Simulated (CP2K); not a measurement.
Consider chloroacetaldehyde at its PBE geometry (Å).

```xyz
7

O     1.5611   -0.1328   -1.0885
C     0.9025   -0.0299   -0.0699
C    -0.6138   -0.0984   -0.0622
Cl   -1.2735    1.1678    1.0287
H     1.3784    0.1163    0.9286
H    -0.9391   -1.0717    0.3330
H    -1.0156    0.0487   -1.0698
```

Method: CP2K XAS_TDP, all-electron GAPW, PBEh(45%), aug-pc-1, TDA, ZORA, spin–orbit coupling.

**Question.** Where do the Cl L₂,₃-edge lines lie, and how strong are they?

Leading lines: Cl4 198.54 eV. The leading line of an atom is its first one with 35 % of the strongest within 2.5 eV of its lowest line over the strength cut. 

The first six lines of each atom with a strength over 0.0003:

| atom | energy (eV) | states | strength, one atom |
| --- | --- | --- | --- |
| Cl4 (bonded to C) | 198.54 | 2 | 0.0059 |
|  | 200.06 | 2 | 0.0038 |
|  | 201.05 | 1 | 0.0005 |
|  | 201.63 | 2 | 0.0011 |
|  | 201.76 | 2 | 0.0008 |
|  | 201.79 | 1 | 0.0011 |

Lines are vertical, at one geometry, with no vibrational structure. Without a correction of the core level, line positions, and the gaps between valence and Rydberg lines, follow the share of exact exchange. Rydberg lines, and the discretised continuum above threshold, depend on the basis and the box.

[Banner, clock and machine lines of the logs are left out without a mark of their own.]

[Logs are printed without paths, hosts, clocks, repeated set-up lines and the standing remarks that a program may print on its own settings, such as how far it seeks lower states.]

[Hosts, paths, dates, database ids (printed as entryN), source tags and the programs' standing remarks are cut or masked in the printed files.]
